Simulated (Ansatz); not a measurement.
## K on Ti(0001): change of the work function

Aim: the work function of Ti(0001) at several coverages of K (fcc site), and the dipole that each adsorbate carries.

Method: plane-wave DFT, PBE, Ansatz PAW, in Ansatz 0.2.0.

## 1. The system as given

The cell holds 4 atoms: 4 Ti. Its edges and angles: a = 2.950 Å, b = 2.950 Å, c = 25.027 Å, α = 90.0°, β = 90.0°, γ = 60.0°. Vacuum lies along c.

## 2. The clean slab

The bare slab comes first, as the zero from which every change is counted. The two lowest layers are held at bulk places and the upper ones relax. The dipole correction removes the false field that a one-sided slab makes across the periodic vacuum, so each face gets a flat vacuum level of its own.

Contents of input.yaml:

```yaml
crystal:
  lattice:
    - [2.95, 0.0, 0.0]
    - [1.475, 2.5547749412, 0.0]
    - [0.0, 0.0, 25.0269]
  atoms:
    - { symbol: Ti, position: [0.6666666667, 0.6666666667, 0.3596130564] }
    - { symbol: Ti, position: [0.0, 0.0, 0.4532043521] }
    - { symbol: Ti, position: [0.6666666667, 0.6666666667, 0.5467956479] }
    - { symbol: Ti, position: [0.0, 0.0, 0.6403869436] }
kpoints:
  mp_grid: { grid: [12, 12, 1] }
hamiltonian:
  xc: pbe
scf:
  occupations: { method: fermi_dirac, width: 0.1 }
  convergence: { dr2_threshold: 1.0e-08 }
efield:
  axis: 3
  dipole_correction: true
  ramp_position: 0.97
  ramp_width: 0.06
relax:
  f_tol: 0.02
  max_steps: 60
  constraints: [{ sites: [0, 1] }]
output:
  write_potential: true
  write_density: true
  volumetric_format: npy
```

Command:

```
$ ansatz run input.yaml --threads 4 --pin off --max-ram 16384MiB --backend cpu --events-out ev --progress --plain --runs-dir out
```

Output:

```text
Engine: ansatz 0.2.0, aarch64-unknown-linux-gnu
Pseudopotentials: kind: paw
Pseudopotential: Ti, paw, valence charge 12, recommended cutoff 420 eV (normal), Ti.paw.azcp
Functional definition: PBE
  parameter kappa = 0.804
  parameter beta = 0.066725
  exchange = pbe_x(kappa = kappa, mu = beta*pi^2/3)
  correlation = pbe_c(beta = beta)
Crystal: 4 atoms, lattice volume = 188.617 Å³
Basis set: ecut = 420 eV, 3611 PW (Γ), exchange–correlation on 40×40×360 points (8 copies of the dense FFT grid, shifted against one another)
Bands: 29, of which v1, the nominal top of the filled ones, is band 24 counted from 1 (23 counted from 0)
Symmetry: 6 space group operations
k-points: 19 of 144 (time reversal used)
Non-local potential: Ti, projectors of the file, l = 0: 3, l = 1: 2, l = 2: 3, l = 3: 1
PAW form: soft (Blöchl's): semilocal exchange-correlation on the pseudo side does not see the compensation charge
PAW one-centre angular grid: Ti, 590 points (default); XC on 64 Gauss nodes
Initial density: superposition of atomic densities (neutral atoms: chi_scale 0, normalization atom), corrected by the library's trained network
Initial wavefunctions: pseudopotential atomic-orbital guess
Functional: x = pbe(κ = 0.804, μ = 0.219515), c = pbe(β = 0.066725)
SCF iter   1: F=—  HF=-9996.827743 eV  |F-HF|=—  |Δ(HF+E_count)|=         —  Δρ=6.22e-3  dr2=3.89e-1  ethr=1.77e-3  p=0.000 e·Å  D=5.72e-14 V/Å  ΔV_dip=-0.00 eV  dr2_dipole=9.47e-6  V_vac-E_F(+/−)=4.09/4.09 eV  ⟨swp⟩=7.0  Hψ=5629  notcnv=0
efield: sawtooth ramp at fractional position 0.9700 (set: `efield.ramp_position`, or a place that a band, a saddle search or an elastic batch's reference lends), width 0.0600; the density the first Hamiltonian is built on has a dipole p = 0.000 e·Å; the dipole correction subtracts the counter field D = 5.72e-14 V/Å, which shifts the + side's vacuum level by -0.00 eV against the − side's; the planar-averaged density in the ramp window peaks in size at 3.0e-5 e/Å³
automatic band count: the SCF goes on with 34 bands, as 29 were too few: the levels above may hold too much charge
preconditioner: auto → LDOS  [metal: Δε(μ)=0.033 eV  Ē_g=2.762 eV  σ=0.100 eV  W_gap=0.08  n_scr=16 (ndim 8)  ℏωp=10.8 eV  f_vac=0.550  D(μ)=8.41/eV (n_scr^D=88)  β→1.0]
SCF iter   2: F=—  HF=-9996.820566 eV  |F-HF|=—  |Δ(HF+E_count)|=   7.18e-3  Δρ=2.07e-3  dr2=1.66e-2  ethr=8.11e-4  p=-0.000 e·Å  D=-3.83e-5 V/Å  ΔV_dip=0.00 eV  dr2_dipole=2.48e-6  V_vac-E_F(+/−)=4.36/4.36 eV  ⟨swp⟩=1.9  Hψ=850  notcnv=0
SCF iter   3: F=—  HF=-9996.820324 eV  |F-HF|=—  |Δ(HF+E_count)|=   2.43e-4  Δρ=7.15e-4  dr2=2.59e-3  ethr=3.45e-5  p=-0.000 e·Å  D=-4.47e-5 V/Å  ΔV_dip=0.00 eV  dr2_dipole=9.85e-8  V_vac-E_F(+/−)=4.36/4.36 eV  ⟨swp⟩=2.1  Hψ=828  notcnv=0
SCF iter   4: F=—  HF=-9996.820197 eV  |F-HF|=—  |Δ(HF+E_count)|=   1.27e-4  Δρ=1.83e-4  dr2=7.43e-5  ethr=5.40e-6  p=-0.000 e·Å  D=-7.22e-6 V/Å  ΔV_dip=0.00 eV  dr2_dipole=6.13e-7  V_vac-E_F(+/−)=4.39/4.39 eV  ⟨swp⟩=2.0  Hψ=788  notcnv=0
SCF iter   5: F=—  HF=-9996.820294 eV  |F-HF|=—  |Δ(HF+E_count)|=   9.74e-5  Δρ=1.05e-4  dr2=4.27e-5  ethr=1.55e-7  p=-0.000 e·Å  D=-6.02e-6 V/Å  ΔV_dip=0.00 eV  dr2_dipole=2.14e-9  V_vac-E_F(+/−)=4.40/4.40 eV  ⟨swp⟩=3.4  Hψ=1271  notcnv=0
SCF iter   6: F=—  HF=-9996.820299 eV  |F-HF|=—  |Δ(HF+E_count)|=   5.17e-6  Δρ=3.45e-5  dr2=6.91e-6  ethr=8.90e-8  p=0.000 e·Å  D=5.34e-6 V/Å  ΔV_dip=-0.00 eV  dr2_dipole=4.49e-12  V_vac-E_F(+/−)=4.41/4.41 eV  ⟨swp⟩=2.2  Hψ=859  notcnv=0
SCF iter   7: F=—  HF=-9996.820326 eV  |F-HF|=—  |Δ(HF+E_count)|=   2.63e-5  Δρ=9.73e-6  dr2=2.31e-7  ethr=1.44e-8  p=0.000 e·Å  D=4.34e-6 V/Å  ΔV_dip=-0.00 eV  dr2_dipole=2.61e-10  V_vac-E_F(+/−)=4.41/4.41 eV  ⟨swp⟩=1.5  Hψ=670  notcnv=0
SCF iter   8: F=—  HF=-9996.820326 eV  |F-HF|=—  |Δ(HF+E_count)|=   3.11e-7  Δρ=4.96e-6  dr2=7.05e-8  ethr=4.82e-10  p=0.000 e·Å  D=3.41e-6 V/Å  ΔV_dip=-0.00 eV  dr2_dipole=1.15e-11  V_vac-E_F(+/−)=4.41/4.41 eV  ⟨swp⟩=3.0  Hψ=1249  notcnv=0
SCF iter   9: F=-9996.820326 eV  HF=-9996.820326 eV  |F-HF|=4.66e-9  |Δ(HF+E_count)|=   1.10e-8  Δρ=1.31e-6  dr2=3.16e-9  ethr=2.08e-11  p=0.000 e·Å  D=1.86e-6 V/Å  ΔV_dip=-0.00 eV  dr2_dipole=2.64e-11  V_vac-E_F(+/−)=4.41/4.41 eV  ⟨swp⟩=7.9  Hψ=4145  notcnv=0
SCF 1 converged in 9 iterations: F = -9996.820326 eV  dr2 = 3.16e-9
  greatest PAW one-centre occupation: 0.999 electrons in one spin orbital (limit 2), on the Ti atom at site 2 (counted from 0), in its partial waves of l = 0
relax step   1: F+E_penalty+E_count = -9996.82032589 eV  Δ(F+E_penalty+E_count) = +0.000e0 eV  max|allowed force component| = 6.136e-1 eV/Å  Δτ_max = 0.0000 Å  (9 SCF iters, accepted)
Bands: 34, of which v1, the nominal top of the filled ones, is band 24 counted from 1 (23 counted from 0)
Initial density: handed on by an earlier stage of this run
Initial wavefunctions: those handed on with the density
SCF iter   1: F=—  HF=-9997.020719 eV  |F-HF|=—  |Δ(HF+E_count)|=         —  Δρ=1.54e-2  dr2=3.23e0  ethr=3.10e-3  p=0.000 e·Å  D=6.90e-7 V/Å  ΔV_dip=-0.00 eV  dr2_dipole=2.03e-1  V_vac-E_F(+/−)=4.45/4.45 eV  ⟨swp⟩=4.8  Hψ=1854  notcnv=0
efield: sawtooth ramp at fractional position 0.9700 (set: `efield.ramp_position`, or a place that a band, a saddle search or an elastic batch's reference lends), width 0.0600; the density the first Hamiltonian is built on has a dipole p = 0.000 e·Å; the dipole correction subtracts the counter field D = 6.90e-7 V/Å, which shifts the + side's vacuum level by -0.00 eV against the − side's; the planar-averaged density in the ramp window peaks in size at 8.7e-6 e/Å³
preconditioner: auto → LDOS  [metal: Δε(μ)=0.006 eV  Ē_g=2.864 eV  σ=0.100 eV  W_gap=0.02  n_scr=16 (ndim 8)  ℏωp=10.8 eV  f_vac=0.560  D(μ)=7.32/eV (n_scr^D=62)  β→1.0]
SCF iter   2: F=—  HF=-9996.896701 eV  |F-HF|=—  |Δ(HF+E_count)|=   1.24e-1  Δρ=7.26e-3  dr2=5.18e-1  ethr=3.10e-3  p=0.018 e·Å  D=1.74e-2 V/Å  ΔV_dip=-0.44 eV  dr2_dipole=8.81e-2  V_vac-E_F(+/−)=4.00/4.43 eV  ⟨swp⟩=2.1  Hψ=1128  notcnv=0
SCF iter   3: F=—  HF=-9996.864918 eV  |F-HF|=—  |Δ(HF+E_count)|=   3.18e-2  Δρ=2.42e-3  dr2=6.44e-2  ethr=1.08e-3  p=0.007 e·Å  D=6.93e-3 V/Å  ΔV_dip=-0.17 eV  dr2_dipole=1.04e-2  V_vac-E_F(+/−)=4.26/4.43 eV  ⟨swp⟩=2.1  Hψ=988  notcnv=0
SCF iter   4: F=—  HF=-9996.859779 eV  |F-HF|=—  |Δ(HF+E_count)|=   5.14e-3  Δρ=9.85e-4  dr2=8.07e-3  ethr=1.34e-4  p=0.007 e·Å  D=6.69e-3 V/Å  ΔV_dip=-0.17 eV  dr2_dipole=2.47e-3  V_vac-E_F(+/−)=4.26/4.43 eV  ⟨swp⟩=2.1  Hψ=974  notcnv=0
SCF iter   5: F=—  HF=-9996.859571 eV  |F-HF|=—  |Δ(HF+E_count)|=   2.08e-4  Δρ=1.72e-4  dr2=9.56e-5  ethr=1.68e-5  p=0.006 e·Å  D=5.68e-3 V/Å  ΔV_dip=-0.14 eV  dr2_dipole=1.68e-5  V_vac-E_F(+/−)=4.29/4.43 eV  ⟨swp⟩=1.9  Hψ=759  notcnv=0
SCF iter   6: F=—  HF=-9996.859598 eV  |F-HF|=—  |Δ(HF+E_count)|=   2.75e-5  Δρ=9.00e-5  dr2=6.59e-5  ethr=1.99e-7  p=0.005 e·Å  D=5.13e-3 V/Å  ΔV_dip=-0.13 eV  dr2_dipole=5.10e-6  V_vac-E_F(+/−)=4.30/4.43 eV  ⟨swp⟩=2.3  Hψ=888  notcnv=0
SCF iter   7: F=—  HF=-9996.859606 eV  |F-HF|=—  |Δ(HF+E_count)|=   8.13e-6  Δρ=5.04e-5  dr2=8.15e-6  ethr=1.37e-7  p=0.005 e·Å  D=4.68e-3 V/Å  ΔV_dip=-0.12 eV  dr2_dipole=1.85e-6  V_vac-E_F(+/−)=4.31/4.43 eV  ⟨swp⟩=1.7  Hψ=678  notcnv=0
SCF iter   8: F=—  HF=-9996.859637 eV  |F-HF|=—  |Δ(HF+E_count)|=   3.11e-5  Δρ=1.65e-5  dr2=1.25e-6  ethr=1.70e-8  p=0.005 e·Å  D=4.37e-3 V/Å  ΔV_dip=-0.11 eV  dr2_dipole=3.61e-8  V_vac-E_F(+/−)=4.32/4.43 eV  ⟨swp⟩=2.5  Hψ=1020  notcnv=0
SCF iter   9: F=—  HF=-9996.859637 eV  |F-HF|=—  |Δ(HF+E_count)|=   1.30e-7  Δρ=6.35e-6  dr2=1.45e-7  ethr=2.60e-9  p=0.004 e·Å  D=4.27e-3 V/Å  ΔV_dip=-0.11 eV  dr2_dipole=6.59e-9  V_vac-E_F(+/−)=4.32/4.43 eV  ⟨swp⟩=2.1  Hψ=814  notcnv=0
SCF iter  10: F=—  HF=-9996.859637 eV  |F-HF|=—  |Δ(HF+E_count)|=   2.23e-8  Δρ=1.77e-6  dr2=1.75e-8  ethr=3.01e-10  p=0.004 e·Å  D=4.25e-3 V/Å  ΔV_dip=-0.11 eV  dr2_dipole=1.63e-9  V_vac-E_F(+/−)=4.32/4.43 eV  ⟨swp⟩=2.6  Hψ=940  notcnv=0
SCF iter  11: F=-9996.859637 eV  HF=-9996.859637 eV  |F-HF|=8.57e-10  |Δ(HF+E_count)|=   7.38e-9  Δρ=6.03e-7  dr2=2.44e-9  ethr=2.08e-11  p=0.004 e·Å  D=4.24e-3 V/Å  ΔV_dip=-0.11 eV  dr2_dipole=4.98e-10  V_vac-E_F(+/−)=4.32/4.43 eV  ⟨swp⟩=9.3  Hψ=3722  notcnv=0
SCF 2 converged in 11 iterations: F = -9996.859637 eV  dr2 = 2.44e-9
  greatest PAW one-centre occupation: 0.999 electrons in one spin orbital (limit 2), on the Ti atom at site 1 (counted from 0), in its partial waves of l = 0
relax step   2: F+E_penalty+E_count = -9996.85963747 eV  Δ(F+E_penalty+E_count) = -3.931e-2 eV  max|allowed force component| = 4.318e-1 eV/Å  Δτ_max = 0.1956 Å  (11 SCF iters, accepted)
iter 1 solved again at ethr=1.59e-3 eV; its pass at ethr=3.10e-3 eV (dr2=7.66e-1 eV) is discarded
SCF iter   1: F=—  HF=-9996.908496 eV  |F-HF|=—  |Δ(HF+E_count)|=         —  Δρ=7.69e-3  dr2=8.62e-1  ethr=1.59e-3  p=0.004 e·Å  D=4.24e-3 V/Å  ΔV_dip=-0.11 eV  dr2_dipole=4.10e-2  V_vac-E_F(+/−)=4.31/4.42 eV  ⟨swp⟩=1.0  Hψ=2302  notcnv=0
efield: sawtooth ramp at fractional position 0.9700 (set: `efield.ramp_position`, or a place that a band, a saddle search or an elastic batch's reference lends), width 0.0600; the density the first Hamiltonian is built on has a dipole p = 0.004 e·Å; the dipole correction subtracts the counter field D = 4.24e-3 V/Å, which shifts the + side's vacuum level by -0.11 eV against the − side's; the planar-averaged density in the ramp window peaks in size at 7.3e-6 e/Å³
preconditioner: auto → LDOS  [metal: Δε(μ)=0.012 eV  Ē_g=2.791 eV  σ=0.100 eV  W_gap=0.03  n_scr=16 (ndim 8)  ℏωp=10.8 eV  f_vac=0.555  D(μ)=7.84/eV (n_scr^D=74)  β→1.0]
SCF iter   2: F=—  HF=-9996.881424 eV  |F-HF|=—  |Δ(HF+E_count)|=   2.71e-2  Δρ=3.90e-3  dr2=1.36e-1  ethr=1.59e-3  p=-0.001 e·Å  D=-1.03e-3 V/Å  ΔV_dip=0.03 eV  dr2_dipole=2.98e-5  V_vac-E_F(+/−)=4.46/4.44 eV  ⟨swp⟩=2.1  Hψ=803  notcnv=0
SCF iter   3: F=—  HF=-9996.876836 eV  |F-HF|=—  |Δ(HF+E_count)|=   4.59e-3  Δρ=1.02e-3  dr2=7.96e-3  ethr=2.84e-4  p=0.001 e·Å  D=1.33e-3 V/Å  ΔV_dip=-0.03 eV  dr2_dipole=4.47e-4  V_vac-E_F(+/−)=4.39/4.43 eV  ⟨swp⟩=2.0  Hψ=893  notcnv=0
SCF iter   4: F=—  HF=-9996.876294 eV  |F-HF|=—  |Δ(HF+E_count)|=   5.42e-4  Δρ=2.15e-4  dr2=1.88e-4  ethr=1.66e-5  p=0.001 e·Å  D=1.32e-3 V/Å  ΔV_dip=-0.03 eV  dr2_dipole=4.33e-5  V_vac-E_F(+/−)=4.39/4.43 eV  ⟨swp⟩=2.0  Hψ=779  notcnv=0
SCF iter   5: F=—  HF=-9996.876314 eV  |F-HF|=—  |Δ(HF+E_count)|=   2.03e-5  Δρ=8.59e-5  dr2=4.19e-5  ethr=3.92e-7  p=0.002 e·Å  D=1.54e-3 V/Å  ΔV_dip=-0.04 eV  dr2_dipole=6.00e-6  V_vac-E_F(+/−)=4.39/4.42 eV  ⟨swp⟩=2.3  Hψ=962  notcnv=0
SCF iter   6: F=—  HF=-9996.876353 eV  |F-HF|=—  |Δ(HF+E_count)|=   3.85e-5  Δρ=3.19e-5  dr2=6.27e-6  ethr=8.73e-8  p=0.002 e·Å  D=1.75e-3 V/Å  ΔV_dip=-0.04 eV  dr2_dipole=2.46e-7  V_vac-E_F(+/−)=4.38/4.42 eV  ⟨swp⟩=2.0  Hψ=789  notcnv=0
SCF iter   7: F=—  HF=-9996.876383 eV  |F-HF|=—  |Δ(HF+E_count)|=   3.04e-5  Δρ=1.32e-5  dr2=9.85e-7  ethr=1.31e-8  p=0.002 e·Å  D=1.88e-3 V/Å  ΔV_dip=-0.05 eV  dr2_dipole=1.33e-7  V_vac-E_F(+/−)=4.38/4.42 eV  ⟨swp⟩=2.1  Hψ=797  notcnv=0
SCF iter   8: F=—  HF=-9996.876384 eV  |F-HF|=—  |Δ(HF+E_count)|=   1.86e-7  Δρ=5.15e-6  dr2=2.26e-7  ethr=2.05e-9  p=0.002 e·Å  D=1.96e-3 V/Å  ΔV_dip=-0.05 eV  dr2_dipole=1.79e-8  V_vac-E_F(+/−)=4.37/4.42 eV  ⟨swp⟩=2.1  Hψ=829  notcnv=0
SCF iter   9: F=-9996.876384 eV  HF=-9996.876384 eV  |F-HF|=5.95e-9  |Δ(HF+E_count)|=   1.34e-8  Δρ=1.63e-6  dr2=7.68e-9  ethr=2.08e-11  p=0.002 e·Å  D=1.99e-3 V/Å  ΔV_dip=-0.05 eV  dr2_dipole=3.83e-10  V_vac-E_F(+/−)=4.37/4.42 eV  ⟨swp⟩=8.6  Hψ=4536  notcnv=0
SCF 3 converged in 9 iterations: F = -9996.876384 eV  dr2 = 7.68e-9
relax step   3: F+E_penalty+E_count = -9996.87638356 eV  Δ(F+E_penalty+E_count) = -1.675e-2 eV  max|allowed force component| = 1.190e-2 eV/Å  Δτ_max = 0.0899 Å  (9 SCF iters, accepted)
NSCF: frozen V_eff on 19 k-points
the band table was solved once a step of the walk had ended and its energy, with any forces and stress, was formed, with the checks that follow a solve (2893 applications of the Hamiltonian). They found nothing against the state; the energy, forces and stress were not computed again (output.eigenvalues in the input reference)
WARN: The input density's exchange-correlation potential varies sharply where the density is thin. Do not read a vacuum level from v_tot or v_xc, or from such a field of the output density. On a cell that repeats whose density bears no net charge and no dipole along the vacuum's axis use v_es (v_loc + v_h of the components); under efield.dipole_correction with no amplitude use v_es + v_field, which holds any external [...]
SCF converged after 9 iterations
Free energy (F): -9996.876384 eV
Harris-Foulkes:  -9996.876384 eV  (|F-HF|=5.95e-9)
Internal energy: -9996.623465 eV  (E = F + TS)
E sigma→0 (E₀):  -9996.749924 eV
Entropy (-TS):   -0.252919 eV (-63.230 meV/atom)
Fermi energy:    2.290332 eV
Dipole field:    D = 0.002018 V/Å  (p = 0.002104 e·Å, saw-weighted, corrected)
Work function:   Φ+ = 4.3729 eV   Φ− = 4.4234 eV
Levels:          The Fermi level and band energies are counted from a zero that moves with the ramp; work functions are not
--- Per-component energies (eV) ---
  E_band       = -1160.708086
  E_kinetic    = 1085.706683
  E_local      = -50168.131695  (includes V_loc(G=0)·N_el)
  E_nonlocal   = 34.277157
  E_hartree    = 24527.751569
  E_xc         = -386.964372
  E_vxc        = -483.802244  (∫ρ·V_xc dr)
  E_paw        = -4190.770097  (= ΣΔE_a)
  E_vpaw       = -684.249600  (= ΣTr[D̂ρ^β])
  E_aug_tail   = 0.000492  (compensation charges beyond the density's cutoff)
  E_efield     = 0.000002  (sawtooth field / dipole correction)
  E_vefield    = 0.000915  (∫n·V_field dr)
  E_ewald      = 19101.506797
  E_smearing   = -0.252919  (= −TS)
  E_closure    = -0.000000  (closes the sum)
  Σ components = -9996.876384   (vs F -9996.876384, Δ=0.00e0)
--- Forces (eV/Å), atoms counted from 1 ---
  atom   1  Ti     0.00000000     0.00000000     0.60717096
  atom   2  Ti     0.00000000    -0.00000000    -0.58698495
  atom   3  Ti     0.00000000     0.00000000    -0.00824482
  atom   4  Ti    -0.00000000    -0.00000000    -0.01190260
  max |Σ_I F_I| component: 3.86e-5 eV/Å
--- Band table (eV; the first three rows and the last of 19) ---
  k-point 0: bands = [... 20 lower, 2.0512, 2.2819, 2.7160, 2.7943, 2.9364, 2.9364, 3.0094, 3.0094, ... 6 higher]
  k-point 1: bands = [... 20 lower, 1.9894, 2.2496, 2.5399, 2.6448, 2.8456, 2.9373, 3.0405, 3.0898, ... 6 higher]
  k-point 2: bands = [... 20 lower, 1.7486, 2.0197, 2.1514, 2.4575, 2.5617, 2.7274, 3.0024, 3.2370, ... 6 higher]
  k-point 18: bands = [... 20 lower, 1.1279, 1.5089, 1.5929, 2.2386, 2.2466, 2.3803, 2.4174, 2.5706, ... 6 higher]
--- Relaxed structure (3 steps of the walk, 3 accepted, 0 SCFs on fresh bases) ---
  F+E_penalty+E_count = -9996.87638356 eV   max|allowed force component| = 1.190e-2 eV/Å
  atoms:
    - { symbol: Ti, position: [0.666667, 0.666667, 0.3596130564] }
    - { symbol: Ti, position: [0.0, 0.0, 0.4532043521] }
    - { symbol: Ti, position: [0.666667, 0.666667, 0.549513] }
    - { symbol: Ti, position: [0, 0, 0.636167] }
```

The job ended after 10 s (4 threads of Arm Neoverse V1, shared host; peak memory 0.51 GiB).

Relaxation path:

```
step  energy less that of the first step (eV)  largest force component (eV/Å)
   1                                   0.0000                          0.6136
   2                                  -0.0393                          0.4318
   3                                  -0.0561                          0.0119
```

Forces are held to the 6 operations that the program found; a distortion that breaks them can't arise in this run.

The atoms that moved most (Å):

```csv
atom,dx,dy,dz,length
Ti4,0.000,0.000,-0.106,0.106
Ti3,0.000,0.000,0.068,0.068
```

The relaxed structure:

```xyz
4
Lattice="2.9500 0.0000 0.0000 1.4750 2.5548 0.0000 0.0000 0.0000 25.0269" Properties=species:S:1:pos:R:3
Ti    2.9500    1.7032    9.0000
Ti    0.0000    0.0000   11.3423
Ti    2.9500    1.7032   13.7526
Ti    0.0000    0.0000   15.9213
```

Read from the output:

| Quantity | Value |
| --- | --- |
| energy at zero smearing | -9996.7499 eV |
| work function, upper face | 4.373 eV |
| work function, lower face | 4.423 eV |
| dipole along the normal | 0.002104 e·Å |
| step between the vacuum levels | -0.05051 eV |

Running mean over 2.342 Å of the planar mean; the ramp of the sawtooth is left out. The electron's electrostatic potential energy less the Fermi level by z:

```
z (Å)  electron's electrostatic potential energy less the Fermi level (eV)
  3.5                                                                 4.42
  4.0                                                                 4.42
  4.5                                                                 4.42
  5.0                                                                 4.40
  5.5                                                                 4.36
  6.0                                                                 4.24
  6.5                                                                 3.89
  7.0                                                                 2.89
  7.5                                                                0.393
  8.0                                                                -3.13
  8.5                                                                -5.88
  9.0                                                                -6.74
  9.5                                                                -6.71
 10.0                                                                -6.59
 10.5                                                                -6.56
 11.0                                                                -6.58
 11.5                                                                -6.56
 12.0                                                                -6.38
 12.5                                                                -6.24
 13.0                                                                -6.32
 13.5                                                                -6.57
 14.0                                                                -6.94
 14.5                                                                -7.53
 15.0                                                                -7.68
 15.5                                                                -7.32
 16.0                                                                -6.81
 16.5                                                                -5.57
 17.0                                                                -2.61
 17.5                                                                0.849
 18.0                                                                 3.07
 18.5                                                                 3.92
 19.0                                                                 4.22
 19.5                                                                 4.32
 20.0                                                                 4.36
 20.5                                                                 4.37
 21.0                                                                 4.37
 21.5                                                                 4.37
```

The relaxation took 3 steps and lowered the energy by 0.056 eV; the largest force on the free atoms ends at 0.012 eV/Å.

The work function of the upper face is 4.37 eV.

[end of part 1 of 3]

[Long decimals in the printed logs are rounded to 6 places.]

[Logs are printed without paths, hosts, clocks, repeated set-up lines and the standing remarks that a program may print on its own settings, such as how far it seeks lower states.]

[Hosts, paths, dates, database ids (printed as entryN), source tags and the programs' standing remarks are cut or masked in the printed files.]

[Maps of the electrostatic potential energy from Ansatz leave out the sawtooth potential of an applied field or a dipole correction, so their vacuum need not be flat; planar profiles and work functions include it.]
